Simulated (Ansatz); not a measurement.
## Identify the compound from its spectrum

Method: Ansatz, PBE, independent particles, without spin-orbit coupling, line width 0.2 eV (Gaussian); metals get a typed carrier damping. The response is along the first axis of the cell.

```csv
E (eV),Im ε
0.00,0.00
0.50,0.15
1.00,8.21
1.50,7.51
2.00,8.76
2.50,12.34
3.00,17.96
3.50,16.08
4.00,11.62
4.50,8.61
5.00,8.21
5.50,6.20
6.00,4.11
6.50,2.59
7.00,2.10
7.50,2.00
8.00,2.32
```

**Question.** All candidates were run at this level. Which one is shown?
A. RbS3F (R3m)
B. TePb (Fm-3m)
C. Pb2SO (Amm2)
D. CsS3Br (R3m)

**Answer.** C. Pb2SO (Amm2): least direct gap 0.83 eV, ε∞ = 15.84 along the first axis, strongest peak along the first axis at 3.11 eV. The others: RbS3F (R3m), least direct gap 1.43 eV, ε∞ = 5.23 along the first axis, strongest peak along the first axis at 5.57 eV; CsS3Br (R3m), least direct gap 1.59 eV, ε∞ = 5.47 along the first axis, strongest peak along the first axis at 5.58 eV; TePb (Fm-3m), least direct gap 0.73 eV, ε∞ = 29.41 along the first axis, strongest peak along the first axis at 1.92 eV.

Cells made by substitution are models, which may or may not match a known phase.

[Logs are printed without paths, hosts, clocks, repeated set-up lines and the standing remarks that a program may print on its own settings, such as how far it seeks lower states.]
